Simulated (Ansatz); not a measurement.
## What CoH3 (Pm-3m) distorts into

Which phase does CoH3 (Pm-3m) fall into along its unstable mode, and how much energy does it gain?

Program: Ansatz 0.2.0. Level of theory: DFT PBE, scalar-relativistic, plane waves, norm-conserving pseudopotentials. Results are calculated unless marked as measured.

## 1. Set-up

Symmetry: Pm-3m, No. 221, cubic system. The conventional cell has a = 2.612 Å, b = 2.612 Å, c = 2.612 Å, α = 90.00°, β = 90.00°, γ = 90.00°. Nearest to Co lie 12 H at 1.85 Å. Nearest to H lie 8 H at 1.85 Å and 4 Co at 1.85 Å. Farther neighbours are not listed.

## 2. Linear response at the zone centre

The cell comes from relaxations at this level that are not shown. The zone centre is the only wavevector solved here; it holds the modes that light can see, as far as symmetry allows. No field response is asked, since the mesh shows no gap.

Contents of input.yaml:

```yaml
crystal:
  lattice:
    - [2.6121745813, 0.0, 0.0]
    - [0.0, 2.6121745813, 0.0]
    - [0.0, 0.0, 2.6121745813]
  atoms:
    - { symbol: Co, position: [0.0, 0.0, 0.0] }
    - { symbol: H, position: [0.0, 0.5, 0.5] }
    - { symbol: H, position: [0.5, 0.0, 0.5] }
    - { symbol: H, position: [0.5, 0.5, 0.0] }
kpoints:
  mp_grid: { grid: [16, 16, 16] }
hamiltonian:
  xc: pbe
  pseudopotentials: { kind: nc }
scf:
  occupations: { method: methfessel_paxton, width: 0.2 }
output:
  eigenvalues: true
phonons:
  method: dfpt
```

Run with:

```
> ansatz run input.yaml --threads 4 --pin off --max-ram 7168MiB --backend cpu --events-out ev --progress --plain --runs-dir out
```

Numbers of over 12 decimals in the logs are rounded to 6 here.

Log:

```text
zone centre: on kpoints.mp_grid the ground state, and the responses unless they are solved on pairs of k-points, stand on 729 of the mesh's 4096 k-points, reduced under 8 symmetry operations, with k and −k counted as one. Each operation leaves every solved displacement unchanged or reverses it
Engine: ansatz 0.2.0, aarch64-unknown-linux-gnu
Pseudopotentials: kind: nc
Pseudopotential: Co, nc, valence charge 17, recommended cutoff 1306.14654 eV (normal), Co.nc.azcp (PseudoDojo's, or run here from an input of PseudoDojo's: the run reads no file of this project's for it)
Pseudopotential: H, nc, valence charge 1, recommended cutoff 979.609905 eV (normal), H.nc.azcp
Functional definition: PBE
  parameter kappa = 0.804
  parameter beta = 0.066725
  exchange = pbe_x(kappa = kappa, mu = beta*pi^2/3)
  correlation = pbe_c(beta = beta)
Crystal: 4 atoms, lattice volume = 17.824 Å³
Basis set: ecut = 1306.14654 eV, 1935 PW (Γ), exchange–correlation on 64×64×64 points (8 copies of the dense FFT grid, shifted against one another)
Bands: 14, of which v1, the nominal top of the filled ones, is band 10 counted from 1 (9 counted from 0)
Symmetry: 48 space group operations
k-points: 729 of 4096 (irreducible under 8 space group operations)
Non-local potential: Co, projectors of the file, l = 0: 2, l = 1: 2, l = 2: 2
Non-local potential: H, projectors of the file, l = 0: 2, l = 1: 1
Initial density: superposition of atomic densities (chi_scale 0.1, normalization cell, long waves kept (reshape's long-wave potential 0.00 eV rms))
Initial wavefunctions: pseudopotential atomic-orbital guess
Functional: x = pbe(κ = 0.804, μ = 0.219515), c = pbe(β = 0.066725)
SCF iter   1: F=—  HF=-4210.979932 eV  |F-HF|=—  |Δ(HF+E_count)|=         —  Δρ=8.76e-2  dr2=2.99e-1  ethr=3.10e-3  ⟨swp⟩=5.4  Hψ=48631  notcnv=0
preconditioner: auto → none  [metal: Δε(μ)=0.042 eV  Ē_g=10.473 eV  σ=0.200 eV  W_gap=0.18  n_scr=6 (ndim 8)  ℏωp=30.5 eV  f_vac=0.000  D(μ)=0.69/eV (n_scr^D=6)  sad-step TF]
SCF iter   2: F=—  HF=-4210.932120 eV  |F-HF|=—  |Δ(HF+E_count)|=   4.78e-2  S|Δr|=    0.00e0  Δρ=4.80e-2  dr2=9.92e-2  ethr=1.50e-3  ⟨swp⟩=1.0  Hψ=16038  notcnv=0
SCF iter   3: F=—  HF=-4210.971788 eV  |F-HF|=—  |Δ(HF+E_count)|=   3.97e-2  S|Δr|=    0.00e0  Δρ=4.80e-2  dr2=3.18e-1  ethr=4.96e-4  ⟨swp⟩=2.0  Hψ=19111  notcnv=0  defer=1  recentre
SCF iter   4: F=—  HF=-4210.915488 eV  |F-HF|=—  |Δ(HF+E_count)|=   5.63e-2  S|Δr|=    0.00e0  Δρ=7.98e-3  dr2=4.77e-3  ethr=4.96e-4  ⟨swp⟩=2.6  Hψ=22105  notcnv=0
SCF iter   5: F=—  HF=-4210.915369 eV  |F-HF|=—  |Δ(HF+E_count)|=   1.19e-4  S|Δr|=    0.00e0  Δρ=2.86e-4  dr2=7.36e-6  ethr=2.39e-5  ⟨swp⟩=2.1  Hψ=14600  notcnv=0
SCF iter   6: F=—  HF=-4210.915371 eV  |F-HF|=—  |Δ(HF+E_count)|=   2.37e-6  S|Δr|=    0.00e0  Δρ=6.18e-5  dr2=2.01e-7  ethr=3.68e-8  ⟨swp⟩=2.2  Hψ=16949  notcnv=0
SCF iter   7: F=—  HF=-4210.915366 eV  |F-HF|=—  |Δ(HF+E_count)|=   5.48e-6  S|Δr|=    0.00e0  Δρ=7.42e-6  dr2=3.30e-9  ethr=1.00e-9  ⟨swp⟩=2.2  Hψ=14860  notcnv=0
SCF iter   8: F=—  HF=-4210.915366 eV  |F-HF|=—  |Δ(HF+E_count)|=  6.90e-10  S|Δr|=    0.00e0  Δρ=6.41e-7  dr2=3.37e-11  ethr=1.65e-11  ⟨swp⟩=2.2  Hψ=16606  notcnv=0
SCF iter   9: F=-4210.915366 eV  HF=-4210.915366 eV  |F-HF|=1.82e-12  |Δ(HF+E_count)|=    0.00e0  S|Δr|=    0.00e0  Δρ=1.02e-7  dr2=3.23e-13  ethr=1.00e-12  ⟨swp⟩=7.4  Hψ=57301  notcnv=0
SCF 1 converged in 9 iterations: F = -4210.915366 eV  dr2 = 3.23e-13
DFPT response loops at Γ: preconditioner auto → Kerker (q_TF=auto, 2.781 Å⁻¹) (partly filled bands, converged f_vac=0.000); β = 1.00, the filter's whole step (`scf.mixing.beta` (0.50) is not read by the response loops under this deck's `scf.mixing.preconditioner`; to damp them name `kerker` or `kerker_dos`, under which they read `scf.mixing.beta`, and type it under 1.00, their step now; both keys bind the ground state too); Broyden in place of MSR1
SCF converged after 9 iterations
Stability not checked: this state was not tested for a lower state beside it, because cold or Methfessel-Paxton smearing, or corrected tetrahedra, fill the levels in a way that the test cannot read (fill_not_monotonic; see scf.lower_state_search)
Free energy (F): -4210.915366 eV
Harris-Foulkes:  -4210.915366 eV  (|F-HF|=1.82e-12)
Internal energy: -4210.916673 eV  (E = F + TS)
E sigma→0 (E₀):  -4210.915693 eV
Entropy (-TS):   0.001307 eV (0.327 meV/atom)
Fermi energy:    14.125339 eV
Step filling:    the computed levels leave a gap of 0.0365 eV = 0.2 smearing widths at the electron count; against every level under it full and every level over it empty, smearing changes F+E_penalty+E_count by +0.384 meV and its σ→0 estimate by +0.057 meV
--- Per-component energies (eV) ---
  E_band       = -309.446372
  E_kinetic    = 1893.223199
  E_local      = -3596.802477  (includes V_loc(G=0)·N_el)
  E_nonlocal   = -520.492405
  E_hartree    = 1262.683905
  E_xc         = -792.593206
  E_vxc        = -610.742522  (∫ρ·V_xc dr)
  E_ewald      = -2456.935688
  E_smearing   = 0.001307  (= −TS)
  E_closure    = 0.000000  (closes the sum)
  Σ components = -4210.915366   (vs F -4210.915366, Δ=0.00e0)
--- Band table (eV; the first three rows and the last of 729) ---
  k-point 0: bands = [... 6 lower, 9.4134, 13.2515, 13.2515, 13.2515, 19.9587, 19.9587, 24.4664, 24.4664]
  k-point 1: bands = [... 6 lower, 9.4574, 13.2061, 13.2061, 13.2547, 19.4038, 19.8850, 24.5995, 24.5995]
  k-point 2: bands = [... 6 lower, 9.5860, 13.0801, 13.0801, 13.2636, 18.1975, 19.6706, 24.9888, 24.9888]
  k-point 728: bands = [... 6 lower, 7.7665, 13.8564, 13.8564, 18.3204, 18.3204, 18.3204, 19.1189, 19.1189]
--- Phonons (Γ-DFPT): 3 representative perturbations + reference, on 729 of 4096 k-points (Σ response iterations 10) ---
  k mesh reduced under 8 symmetry operations, with k and −k counted as one. Each operation leaves every solved displacement unchanged or reverses it
  ASR residual: 2.008e-4 → 0.000e0 eV/Å²; symmetrization residual: 9.097e-6 eV/Å²
  ASR residual per site (eV/Å²): 2.01e-4 6.68e-6 6.68e-6 6.68e-6
  Γ frequencies (cm⁻¹): -352.32 -352.32 -352.32 0.00 0.00 0.00 198.14 198.14 198.14 1049.35 1049.35 1049.35
  non-analytic LO–TO correction: not included (Born effective charges unavailable; polar crystals: no LO–TO splitting at Γ)
```

The job ended after 59 s (4 threads of Arm Neoverse V1, shared host; peak memory 2.1 GiB).

The column dr2 measures how far the density is from self-consistency, as an energy; F and HF (Harris–Foulkes) agree once it is small.

This run has no spin polarisation, although Co can carry a moment.

This step gave:

```
volume per atom                                         : 4.456 Å³
gap on the k-mesh                                       : 0 eV
sum-rule residual before enforcement                    : 2.01e-4 eV/Å²
point group                                             : m-3m
highest optical mode at the zone centre (no LO-TO term) : 1049 cm⁻¹
lowest optical zone-centre mode                         : -352.3 cm⁻¹
```

Patterns of degenerate modes are one choice out of their space. Modes at Γ, with each element's share of the kinetic energy (negative means imaginary):

```
mode  frequency (cm⁻¹)  symmetry  Co %  H %
   1            -352.3       T1u     5   95
   2            -352.3       T1u     5   95
   3            -352.3       T1u     5   95
   4               0.0  acoustic    95    5
   5               0.0  acoustic    95    5
   6               0.0  acoustic    95    5
   7             198.1       T2u     0  100
   8             198.1       T2u     0  100
   9             198.1       T2u     0  100
  10            1049.3       T1u     0  100
  11            1049.3       T1u     0  100
  12            1049.3       T1u     0  100
```

Displacements in mode 3 (-352.3 cm⁻¹), the largest set to 1:
```
Co1  0.00  0.00 -0.04
H2   0.00 -0.06  1.00
H3   0.00 -0.03  1.00
H4   0.00 -0.06  0.51
```

Displacements in mode 7 (198.1 cm⁻¹), the largest set to 1:
```
Co1  0.00  0.00  0.00
H2   0.00 -1.00 -0.96
H3   0.09  0.00  0.96
H4  -0.09  1.00  0.00
```

Before it was imposed, the acoustic sum rule was missed by 2.0e-4 eV/Å². Small misses are needed for a sound result but don't prove that mesh and cutoff are converged. The lowest optical mode is imaginary, 352.3i cm⁻¹, so the energy falls along it.

## 3. The mode frozen in, largest atomic shift 0 Å

The mode followed lies at Γ with frequency 352.3i cm⁻¹ and is 3-fold degenerate, the softest among the wavevectors solved. At small amplitude the distorted cell has space group no. 99 by a symmetry search on the positions. The undistorted cell that holds it gives the zero of energy on the same k mesh.

input.yaml: that of step 2 with these lines changed.

```diff
@@ -18,4 +18,4 @@
 output:
+  forces: true
+  stress: true
   eigenvalues: true
-phonons:
-  method: dfpt
```

Log:

```text
[...]
Crystal: 4 atoms, lattice volume = 17.824 Å³
Basis set: ecut = 1306.14654 eV, 1935 PW (Γ), exchange–correlation on 64×64×64 points (8 copies of the dense FFT grid, shifted against one another)
Bands: 14, of which v1, the nominal top of the filled ones, is band 10 counted from 1 (9 counted from 0)
Symmetry: 48 space group operations
[...]
k-points: 165 of 4096
[...]
--- Band table (eV; the first three rows and the last of 165) ---
  k-point 0: bands = [... 6 lower, 9.4134, 13.2516, 13.2516, 13.2516, 19.9587, 19.9587, 24.4664, 24.4664]
  k-point 1: bands = [... 6 lower, 9.4574, 13.2062, 13.2062, 13.2547, 19.4038, 19.8850, 24.5995, 24.5995]
  k-point 2: bands = [... 6 lower, 9.5860, 13.0802, 13.0802, 13.2636, 18.1975, 19.6706, 24.9889, 24.9889]
  k-point 164: bands = [... 6 lower, 7.7665, 13.8564, 13.8564, 18.3204, 18.3204, 18.3204, 19.1189, 19.1189]
[key lines of the parts left out:]
SCF converged after 7 iterations
Free energy (F): -4210.915366 eV
Fermi energy:    14.125374 eV
P = ⅓ Tr σ = -0.0095 GPa (-0.095 kbar)
```

Run time: 2.5 s. Hardware: 4 threads; peak memory 0.41 GiB.

Numbers from this step:

- pressure: -0.009524 GPa
- energy from the undistorted cell: 0 meV/atom

The run ends at a pressure of -0.01 GPa.

## 4. The mode frozen in, largest atomic shift 0.14 Å

The atoms are moved along the unstable eigenvector, the largest shift by 0.14 Å, with the cell fixed.

input.yaml, the sections that differ from step 3:

```yaml
crystal:
  lattice:
    - [2.6121745813, 0.0, 0.0]
    - [0.0, 2.6121745813, 0.0]
    - [0.0, 0.0, 2.6121745813]
  atoms:
    - { symbol: Co, position: [0.0, 0.0022991334, 0.0] }
    - { symbol: H, position: [0.0, 0.4464048073, 0.5] }
    - { symbol: H, position: [0.5, -0.0272295284, 0.5] }
    - { symbol: H, position: [0.5, 0.4464048073, 0.0] }
# kpoints, hamiltonian, scf, output: as in step 3
```

Log:

```text
[...]
Crystal: 4 atoms, lattice volume = 17.824 Å³
Basis set: ecut = 1306.14654 eV, 1935 PW (Γ), exchange–correlation on 64×64×64 points (8 copies of the dense FFT grid, shifted against one another)
Bands: 14, of which v1, the nominal top of the filled ones, is band 10 counted from 1 (9 counted from 0)
Symmetry: 8 space group operations
[...]
--- Band table (eV; the first three rows and the last of 405) ---
  k-point 0: bands = [... 6 lower, 9.4500, 13.2071, 13.2071, 13.2098, 19.6768, 20.0517, 24.4814, 24.4814]
  k-point 1: bands = [... 6 lower, 9.4816, 13.1583, 13.1641, 13.2105, 19.3575, 19.7756, 24.4229, 24.6147]
  k-point 2: bands = [... 6 lower, 9.5924, 13.0230, 13.0381, 13.2196, 18.2091, 19.5701, 24.6430, 25.0050]
  k-point 404: bands = [... 6 lower, 7.7418, 13.8007, 13.8321, 17.7336, 17.7336, 18.1883, 19.1958, 19.7412]
[key lines of the parts left out:]
SCF converged after 7 iterations
Free energy (F): -4210.921758 eV
Fermi energy:    14.098023 eV
P = ⅓ Tr σ = 1.7653 GPa (17.653 kbar)
```

It took 11 s on 4 threads; peak memory 0.65 GiB.

Numbers from this step:

```
pressure                         : 1.765 GPa
energy from the undistorted cell : -1.594 meV/atom
```

The energy, extrapolated to zero smearing, is -1.59 meV/atom against the undistorted cell.

The run ends at a pressure of 1.77 GPa, with forces up to 0.044 eV/Å.

## 5. Energy along the mode, all amplitudes (two of the runs are shown above)

An imaginary frequency means negative curvature, so the energy should fall and then rise again as anharmonic terms take over.

This step gave:

| Quantity | Value |
| --- | --- |
| depth at the lowest point sampled | 1.594 meV/atom |
| largest atomic shift at that point | 0.14 Å |

Table of energy from the parent by largest atomic shift:

```
largest atomic shift (Å)  energy from the parent (meV/atom)
                   0.000                                  0
                   0.040                              -0.21
                   0.080                             -0.752
                   0.140                              -1.59
                   0.220                             -0.381
                   0.320                               11.5
```

Displacement at unit largest shift by atom:

```
atom  x (Å)  y (Å)  z (Å)  size
 Co1   0.00   0.04   0.00  0.04
  H2   0.00  -1.00   0.00  1.00
  H3   0.00  -0.51   0.00  0.51
  H4   0.00  -1.00   0.00  1.00
```

The lowest of the steps tried is at 0.14 Å, 1.59 meV/atom below the parent; the bottom of the well need not coincide with a step.

(Part 1 of 2 ends here.)

[Logs are printed without paths, hosts, clocks, repeated set-up lines and the standing remarks that a program may print on its own settings, such as how far it seeks lower states.]

[Hosts, paths, dates, database ids (printed as entryN), source tags and the programs' standing remarks are cut or masked in the printed files.]
